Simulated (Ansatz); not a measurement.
# HfB (Fm-3m): phonons and vibrational spectra, part 2 of 2

Task: relax HfB (Fm-3m), then find its harmonic phonons.

Ansatz 0.2.0; DFT PBEsol, scalar-relativistic, plane waves, PAW.

So far. Step 4 (Relaxing to small forces for the phonons): The forces vanish by symmetry and the pressure is 0.000 GPa, within the tolerances set. The cell now holds 13.71 Å³/atom. Step 5 (Modes at Γ): Before it was imposed, the acoustic sum rule was missed by 3.4e-6 eV/Å². Small misses are needed for a sound result but don't prove that mesh and cutoff are converged. The lowest optical mode is real, 470 cm⁻¹. The relaxed cell has a = 4.787 Å (conventional setting).

## Step 6: The dispersion

Stability and thermal properties need the whole zone. Linear response on a 4×4×4 q mesh gives force constants as far as a supercell of that size would.

Contents of input.yaml:

```yaml
crystal:
  lattice:
    - [0.0, 2.393636569, 2.393636569]
    - [2.393636569, 0.0, 2.393636569]
    - [2.393636569, 2.393636569, 0.0]
  atoms:
    - { symbol: Hf, position: [0.5, 0.5, 0.5] }
    - { symbol: B, position: [0.0, 0.0, 0.0] }
kpoints:
  mp_grid: { grid: [16, 16, 16] }
hamiltonian:
  xc: pbesol
scf:
  occupations: { method: methfessel_paxton, width: 0.15 }
output:
  eigenvalues: true
phonons:
  method: dfpt
  qmesh: [4, 4, 4]
  temperatures: { t_max: 1000, t_step: 50 }
  qpath:
    path:
      - [[0.0, 0.0, 0.0], [0.5, 0.0, 0.5], [0.625, 0.25, 0.625]]
      - [[0.375, 0.375, 0.75], [0.0, 0.0, 0.0], [0.5, 0.5, 0.5], [0.5, 0.25, 0.75], [0.5, 0.0, 0.5]]
    npoints: 10
```

The run is started by

```
ansatz run input.yaml --threads 4 --pin off --max-ram 7168MiB --backend cpu --events-out ev --progress --plain --runs-dir out
```

Numbers of over 12 decimals in the logs are rounded to 6 here.

Log:

```text
[...]
Crystal: 2 atoms, lattice volume = 27.429 Å³
Basis set: ecut = 420 eV, 531 PW (Γ), exchange–correlation on 48×48×48 points (8 copies of the dense FFT grid, shifted against one another)
Bands: 19, of which v1, the nominal top of the filled ones, is band 15 counted from 1 (14 counted from 0)
Symmetry: 48 space group operations
k-points: 145 of 4096
[...]
SCF iter   1: F=—  HF=-15751.567449 eV  |F-HF|=—  |Δ(HF+E_count)|=         —  Δρ=5.46e-3  dr2=1.13e-2  ethr=1.77e-3  ⟨swp⟩=4.1  Hψ=10775  notcnv=0
[...]
SCF iter   9: F=-15751.563835 eV  HF=-15751.563835 eV  |F-HF|=0.00e0  |Δ(HF+E_count)|=  1.44e-10  S|Δr|=    0.00e0  Δρ=1.40e-7  dr2=2.98e-12  ethr=1.00e-12  ⟨swp⟩=4.9  Hψ=14043  notcnv=0
SCF 1 converged in 9 iterations: F = -15751.563835 eV  dr2 = 2.98e-12
[...]
phonons: the bands overlap, so this run is a metal and interpolates without the dipole-dipole term. If the crystal is really an insulator or semiconductor, its LO-TO splitting is missing
NSCF: frozen V_eff on 145 k-points
[...]
DFPT response loops at q = (0, 0, 0) (fractional): preconditioner auto → Kerker (q_TF=auto, 2.754 Å⁻¹) (partly filled bands, converged f_vac=0.000); β = 1.00, the filter's whole step (`scf.mixing.beta` (0.50) is not read by the response loops under this deck's `scf.mixing.preconditioner`; to damp them name `kerker` or `kerker_dos`, under which they read `scf.mixing.beta`, and type it under 1.00, their step now; both keys bind the ground state too); Broyden in place of MSR1
[...]
SCF converged after 9 iterations
[...]
Free energy (F): -15751.563835 eV
[...]
Internal energy: -15751.565222 eV  (E = F + TS)
E sigma→0 (E₀):  -15751.564182 eV
Entropy (-TS):   0.001387 eV (0.694 meV/atom)
Fermi energy:    17.398539 eV
[...]
--- Band table (eV; the first three rows and the last of 145) ---
  k-point 0: bands = [... 11 lower, 8.1898, 19.4191, 19.4191, 19.4191, 21.1392, 21.1392, 21.1392, 21.1711]
  k-point 1: bands = [... 11 lower, 8.2897, 19.0515, 19.3597, 19.3597, 20.2706, 20.2706, 21.3233, 22.2982]
  k-point 2: bands = [... 11 lower, 8.5828, 18.2645, 18.8293, 18.8293, 20.1280, 20.1280, 21.6158, 23.5597]
  k-point 144: bands = [... 11 lower, 11.9093, 16.0285, 16.0285, 16.1609, 22.3888, 22.3888, 24.3051, 24.3599]
--- Phonons (Γ-DFPT): 2 representative perturbations + reference (Σ response iterations 6) ---
  ASR residual: 1.039e-5 → 0.000e0 eV/Å²; symmetrization residual: 2.146e-8 eV/Å²
  ASR residual per site (eV/Å²): 2.94e-6 1.04e-5
  Γ frequencies (cm⁻¹): 0.00 0.00 0.00 469.60 469.60 469.60
--- Phonons (arbitrary-q DFPT): 8 irreducible q on the 4×4×4 mesh ---
  q = [0.0000, 0.0000, 0.0000] (star 1, of the zone-centre solve; hermiticity 5.19e-9, symmetrization 4.39e-13): -0.00 -0.00 0.00 469.60 469.60 469.60
  q = [0.0000, 0.0000, 0.2500] (star 8, 2 solved perturbations on 2176 of 4096 k-point pairs; hermiticity 2.06e-8, symmetrization 2.61e-12): 100.03 100.03 129.15 483.05 483.05 508.70
[...]
q = [0.0000, 0.2500, 0.2500] (star 6, 4 solved perturbations in 3616 linear systems a pass and spin channel, the states on 1160 of 4096 k-point pairs; hermiticity 2.06e-8, symmetrization 2.21e-13): 74.31 74.31 149.05 490.41 500.97 500.97
[...]
sum rule: each row above includes the acoustic sum rule's correction from the zone centre's row sums; it moved no ω² by more than (0.51 cm⁻¹)²
  mesh force constants: q→R imaginary residual 3.34e-18; ASR residual 1.039e-5 → 0.000e0 eV/Å²; symmetrization residual 1.978e-15 eV/Å²
  interpolated dispersion: 62 rows × 6 modes
  density of states and harmonic sums: on the 24×24×24 q-mesh, interpolated from the force constants of a 4×4×4 supercell (no non-analytic term)
  largest difference from the sums on the solved wave vectors: F 1.23e-2 eV, S 1.63e-5 and C_V 4.02e-6 eV/K
  zero-point energy: 0.116849 eV/cell   skipped modes (ω ≤ 0): 3   left out of the sums: 3.62e-5 of the cell's modes: C_V's classical limit lies that fraction below 3 k_B per atom; for a crystal, a wire or a layer, F and S can be off by more, and a phonons.interpolated_qmesh denser along its periods is the remedy for the sampling
```

Elapsed: 17 min, on 4 threads of Arm Neoverse N1, shared host; peak memory 4.7 GiB; 62 min of CPU time.

Numbers from this step:

```yaml
sum_rule_residual_before_enforcement: 1.04e-5 eV/Å²
lowest_frequency_on_the_path: 0 cm⁻¹
highest_frequency_on_the_path_or_at_a_solved_wavevector: 575.9 cm⁻¹
mean_frequency: 314.2 cm⁻¹
debye_temperature_second_moment: 678 K
logarithmic_mean_frequency: 251.4 cm⁻¹
lowest_mode_on_the_q_mesh_acoustic_modes_at_gamma_apart: 74.31 cm⁻¹
zero_point_energy_per_atom: 58.42 meV
heat_capacity_at_300_k: 19.98 J/(mol atoms K)
vibrational_entropy_at_300_k: 23.09 J/(mol atoms K)
edges_of_the_widest_gap_between_branches_on_path_and_mesh: 159.3, 451 cm⁻¹
```

Frequencies (cm⁻¹) solved at each irreducible wavevector; negative means imaginary. Frequencies by wavevector, by row:

```csv
q in reciprocal lattice units,star,mode 1,mode 2,mode 3,mode 4,mode 5,mode 6
0 0 0,1,0,0,0,469.6,469.6,469.6
0 0 0.25,8,100,100,129.2,483.1,483.1,508.7
0 0 -0.5,4,146.6,148.3,148.3,461.7,461.7,497.1
0 0.25 0.25,6,74.3,74.3,149.1,490.4,501,501
0 0.25 -0.5,24,129.9,137.5,155.7,484.8,495.4,542.4
0 0.25 -0.25,12,111.1,145.3,147.8,451.1,490.4,518.4
0 -0.5 -0.5,3,120.7,120.7,159.3,488.7,488.7,575.9
0.25 -0.5 -0.25,6,140,140,145.9,453.2,525.3,525.3
```

Interpolated from a 4×4×4 q mesh. Phonon branches along the path, in cm⁻¹:

```csv
point,branch 1,branch 2,branch 3,branch 4,branch 5,branch 6
Γ,0,0,0,470,470,470
halfway,74,74,149,490,501,501
X,121,121,159,489,489,576
halfway,124,130,158,486,494,571
U,133,142,151,474,499,555
jump to K,133,142,151,474,499,555
halfway,83,129,141,461,493,512
Γ,0,0,0,470,470,470
halfway,100,100,129,483,483,509
L,147,148,148,462,462,497
halfway,137,145,151,463,497,528
W,140,140,146,453,525,525
halfway,128,135,156,475,502,563
X,121,121,159,489,489,576
```

The phonon branches as a text plot (rows in cm⁻¹):

```
    564 |         *********                                  ****
    540 |        *         **                          **  **
    516 |       *            *****          ***    ***********
    492 |  **************************    ***** ****  **       ***
    468 |******          ***    ***********   ***********   **
    444 |                   ****                         ***
    420 |
    396 |
    372 |
    348 |
    324 |
    300 |
    276 |
    252 |
    228 |
    204 |
    180 |
    156 |      *****************              *******************
    132 |    **      ********  ***          ****    *************
    108 |   *    ****        *** ***       ***
     84 |  *   **               * ***     **
     60 |    **                  ****    **
     36 | ***                       **  **
     12 |**                          ****
         Γ           X  U|K            Γ         L        W     X
```

The phonon density of states has structure finer than the step of the table below, so its rows give means over 20 cm⁻¹, whole bins alone (the curve runs from 2.5 to 578 cm⁻¹). Peaks (cm⁻¹: height): 147.5: 0.0959, 472.5: 0.0444, 497.5: 0.0463.

Tetrahedra on a 24×24×24 mesh, mean over bins of 5 cm-1. Interpolated from a 4×4×4 q mesh. Table of phonon density of states by wavenumber; means over each step:

wavenumber (cm⁻¹), phonon density of states (1/cm⁻¹/cell) and a bar:
```
       20     0.0004 
       40     0.0017 #
       60     0.0038 ##
       80     0.0068 ###
      100     0.0120 #####
      120     0.0297 #############
      140     0.0676 ##############################
      160     0.0280 ############
      180     0.0000 
      200     0.0000 
      220     0.0000 
      240     0.0000 
      260     0.0000 
      280     0.0000 
      300     0.0000 
      320     0.0000 
      340     0.0000 
      360     0.0000 
      380     0.0000 
      400     0.0000 
      420     0.0000 
      440     0.0003 
      460     0.0259 ###########
      480     0.0343 ###############
      500     0.0435 ###################
      520     0.0272 ############
      540     0.0126 ######
      560     0.0056 ##
```

Phonopy on the run's constants, 21x21x21 mesh, Gaussian sigma 4.4 cm-1. Interpolated from a 4×4×4 q mesh. The partial phonon density of states by wavenumber; read off at these points; values in 1/cm⁻¹/cell:

```csv
wavenumber (cm⁻¹),B,Hf
0.0,0,2.6e-5
20.0,2.0e-5,3.6e-4
40.0,9.0e-5,0.00159
60.0,2.0e-4,0.00354
80.0,3.1e-4,0.00644
100.0,4.6e-4,0.0114
120.0,8.5e-4,0.0285
140.0,8.9e-4,0.0657
147.9,6.1e-4,0.0821
160.0,2.2e-4,0.0215
180.0,0,0
200.0,0,0
220.0,0,0
240.0,0,0
260.0,0,0
280.0,0,0
300.0,0,0
320.0,0,0
340.0,0,0
360.0,0,0
380.0,0,0
400.0,0,0
420.0,0,0
440.0,4.2e-5,0
460.0,0.0286,1.4e-4
471.4,0.0370,6.3e-4
480.0,0.0309,6.8e-4
500.0,0.0435,0.00120
520.0,0.0252,5.9e-4
540.0,0.0117,2.1e-4
560.0,0.00553,9.0e-5
580.0,3.7e-4,8.2e-6
600.0,0,0
```

Second derivatives of the energy by pair, one row for each kind of neighbour of each atom listed. Each entry sums the pair over the periodic images of the supercell that the q mesh stands for, and in a polar crystal it holds the long-range dipole part too. Force constants by pair, by row:

```csv
atom,neighbour,distance (Å),third of the trace (eV/Å²),along the pair's line (eV/Å²)
Hf1,itself,0,14.73,–
Hf1,B,2.394,-1.425,-3.784
Hf1,Hf,3.385,-0.4303,-0.8302
Hf1,B,4.146,-0.0621,-0.2214
Hf1,Hf,4.787,-0.002,0.0502
Hf1,B,5.352,-0.0078,-0.0806
Hf1,Hf,5.863,-0.0032,-0.0381
Hf1,Hf,6.77,-0.0162,-0.0797
Hf1,B,7.181,0.0399,0.0739
B2,itself,0,9.691,–
B2,Hf,2.394,-1.425,-3.784
B2,B,3.385,-0.0933,-0.4163
B2,Hf,4.146,-0.0621,-0.2214
B2,B,4.787,0.0855,0.3107
B2,Hf,5.352,-0.0078,-0.0806
B2,B,5.863,-0.0243,-0.0137
B2,B,6.77,-0.0093,0.0176
B2,Hf,7.181,0.0399,0.0739
```

Harmonic thermodynamic functions per atom, from the density of states. Interpolated from a 4×4×4 q mesh. Thermodynamic functions, by row:

```csv
T (K),F_vib (meV/atom),S (J/mol-atom/K),C_V (J/mol-atom/K)
0,58.42,0,0
50,58.19,1.776,4.465
100,55.99,6.754,9.842
200,44.21,15.7,16.29
300,23.98,23.09,19.98
400,-3.18,29.12,21.85
500,-36.03,34.11,22.86
600,-73.63,38.34,23.45
700,-115.3,41.98,23.83
800,-160.5,45.18,24.08
900,-208.8,48.03,24.26
1000,-260,50.59,24.38
```

Harmonic mean-square displacement, third of the trace. Interpolated from a 4×4×4 q mesh. Mean square displacements, by row:

```csv
T (K),Hf1 U_eq (Å²),B2 U_eq (Å²)
0,7.60e-4,0.00339
100,0.00121,0.00369
300,0.00307,0.00534
600,0.00603,0.009
```

Symmetry leaves 8 wavevectors to solve. The lowest mode among them, the acoustic zeros apart, lies at q = (0, 0.25, 0.25) and is real, 74.3 cm⁻¹.

## Step 7: Summary of results

```json
{
 "space group after relaxation (within 0.01 Å)": "Fm-3m",
 "volume per atom": "13.7 Å³",
 "electronic character": "no gap on this mesh",
 "highest optical mode at the zone centre (no LO-TO term)": "470 cm⁻¹",
 "lowest optical zone-centre mode": "470 cm⁻¹",
 "lowest mode on the q mesh (acoustic modes at Γ apart)": "74.3 cm⁻¹",
 "highest frequency on the path or at a solved wavevector": "576 cm⁻¹",
 "zero-point energy per atom": "58.4 meV",
 "heat capacity at 300 K": "20.0 J/(mol atoms K)",
 "vibrational entropy at 300 K": "23.1 J/(mol atoms K)",
 "Debye temperature (second moment)": "678 K",
 "imaginary modes on the 4×4×4 q mesh": "none"
}
```

The structure is a minimum as far as tested: no mode is imaginary at the 8 irreducible wavevectors of the 4×4×4 mesh, and the softest away from the acoustic zeros lies at 74 cm⁻¹. The optical modes at Γ form one degenerate level at 470 cm⁻¹. The highest mode in this list at Γ, 469.6 cm⁻¹, is mostly motion of B (94 % of the kinetic energy). On the path and the mesh, the widest gap between branches runs from 159 to 451 cm⁻¹. With no gap, or one that is small against the smearing, the frequencies hang on the k mesh and the smearing, most of all near Kohn anomalies. The phonon runs are without spin polarisation, although the cell has an odd electron count. Spin-orbit coupling is left out, which can matter for the heavy elements here. These are harmonic frequencies at zero temperature: anharmonic shifts, linewidths and thermal expansion are left out.

[Logs are printed without paths, hosts, clocks, repeated set-up lines and the standing remarks that a program may print on its own settings, such as how far it seeks lower states.]

[Hosts, paths, dates, database ids (printed as entryN), source tags and the programs' standing remarks are cut or masked in the printed files.]
